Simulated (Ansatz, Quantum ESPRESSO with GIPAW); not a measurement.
# K3SO4F: which site gives which 39K line?

The values are calculated: DFT, PBEsol, plane-wave PAW (pslibrary 1.0.0 recipes), scalar-relativistic, GIPAW shieldings (Quantum ESPRESSO with GIPAW, a patched development version); field gradients by Ansatz. Shieldings are without the macroscopic shape term, which is common to all sites.

```
K S F O
1.0
    -3.69501    3.69501    5.53215
     3.69501   -3.69501    5.53215
     3.69501    3.69501   -5.53215
K S F O
6 2 2 8
Direct
  0.25000 0.25000 0.00000
  0.69296 0.80704 0.50000
  0.80704 0.30704 0.11407
  0.30704 0.19296 0.50000
  0.75000 0.75000 0.00000
  0.19296 0.69296 0.88593
  0.25000 0.75000 0.50000
  0.75000 0.25000 0.50000
  0.00000 0.00000 0.00000
  0.50000 0.50000 0.00000
  0.94565 0.21257 0.50000
  0.71257 0.44565 0.50000
  0.55435 0.05435 0.26692
  0.28743 0.55435 0.50000
  0.21257 0.71257 0.26692
  0.78743 0.28743 0.73308
  0.44565 0.94565 0.73308
  0.05435 0.78743 0.50000
```

The cell is a computed entry of the Materials Project; it need not be the form that is stable at ambient conditions. The coordinates shown are those after relaxation (atoms relaxed).

The K sites:

```
site  atom no.  atoms in cell  site symmetry  surroundings     bonds (Å)
K(1)         1              2            422         KF2O8  2.77 to 3.09
K(2)         2              4            m2m         KF2O6  2.68 to 3.02
```

The lines to be assigned:

```
line  σ_iso (ppm)  relative area  span (ppm)  skew  |C_Q| (MHz)   η_Q
   A       1216.8              1        33.1  1.00         1.81  0.00
   B       1195.2              2        18.2  0.26         2.54  0.42
```

Simulated spectrum: 39K static powder, 9.4 T (18.7 MHz), central transition to second order, lines broadened by 66 ppm; the axis counts ppm from the isotropic position of the most shielded site, as −Δσ; rigid lattice, with dipolar and J couplings and satellite transitions left out.

offset (ppm), intensity and a bar:
```
     1539       0.00 
     1412       0.00 
     1285       0.00 
     1158       0.04 #
     1041       0.14 ####
      914       0.16 #####
      787       0.20 ######
      670       0.42 #############
      651       0.45 #############
      543       0.30 #########
      426       0.72 ######################
      416       0.71 #####################
      299       0.44 #############
      172       0.37 ###########
       46       0.38 ###########
      -81       0.42 #############
     -198       0.43 #############
     -325       0.45 #############
     -452       0.48 ##############
     -569       0.54 ################
     -696       0.72 #####################
     -764       1.00 ##############################
     -823       0.52 ################
     -940       0.34 ##########
    -1067       0.26 ########
    -1194       0.23 #######
    -1320       0.21 ######
    -1438       0.20 ######
    -1564       0.18 ######
    -1691       0.17 #####
    -1808       0.17 #####
    -1935       0.16 #####
    -2062       0.15 ####
    -2179       0.03 #
    -2306       0.00 
    -2433       0.00 
    -2550       0.00
```

Most prominent maxima (ppm: height): 651: 0.45, 426: 0.72, -764: 1.00.

Assign each line to a crystallographic site.

A: A is K(1) (KF2O8); B is K(2) (KF2O6). The areas settle A and B, whose multiplicities are unique. K(1) lies on an axis of order three or more, which demands η_Q = 0 and an axial or isotropic tensor. The largest C_Q goes with K(2), whose bond lengths spread most.

[Banner, clock, file and message-heading lines were taken out of the pw.x and gipaw.x logs.]

[Logs are printed without paths, hosts, clocks, repeated set-up lines and the standing remarks that a program may print on its own settings, such as how far it seeks lower states.]

[Hosts, paths, dates, database ids (printed as entryN), source tags and the programs' standing remarks are cut or masked in the printed files.]
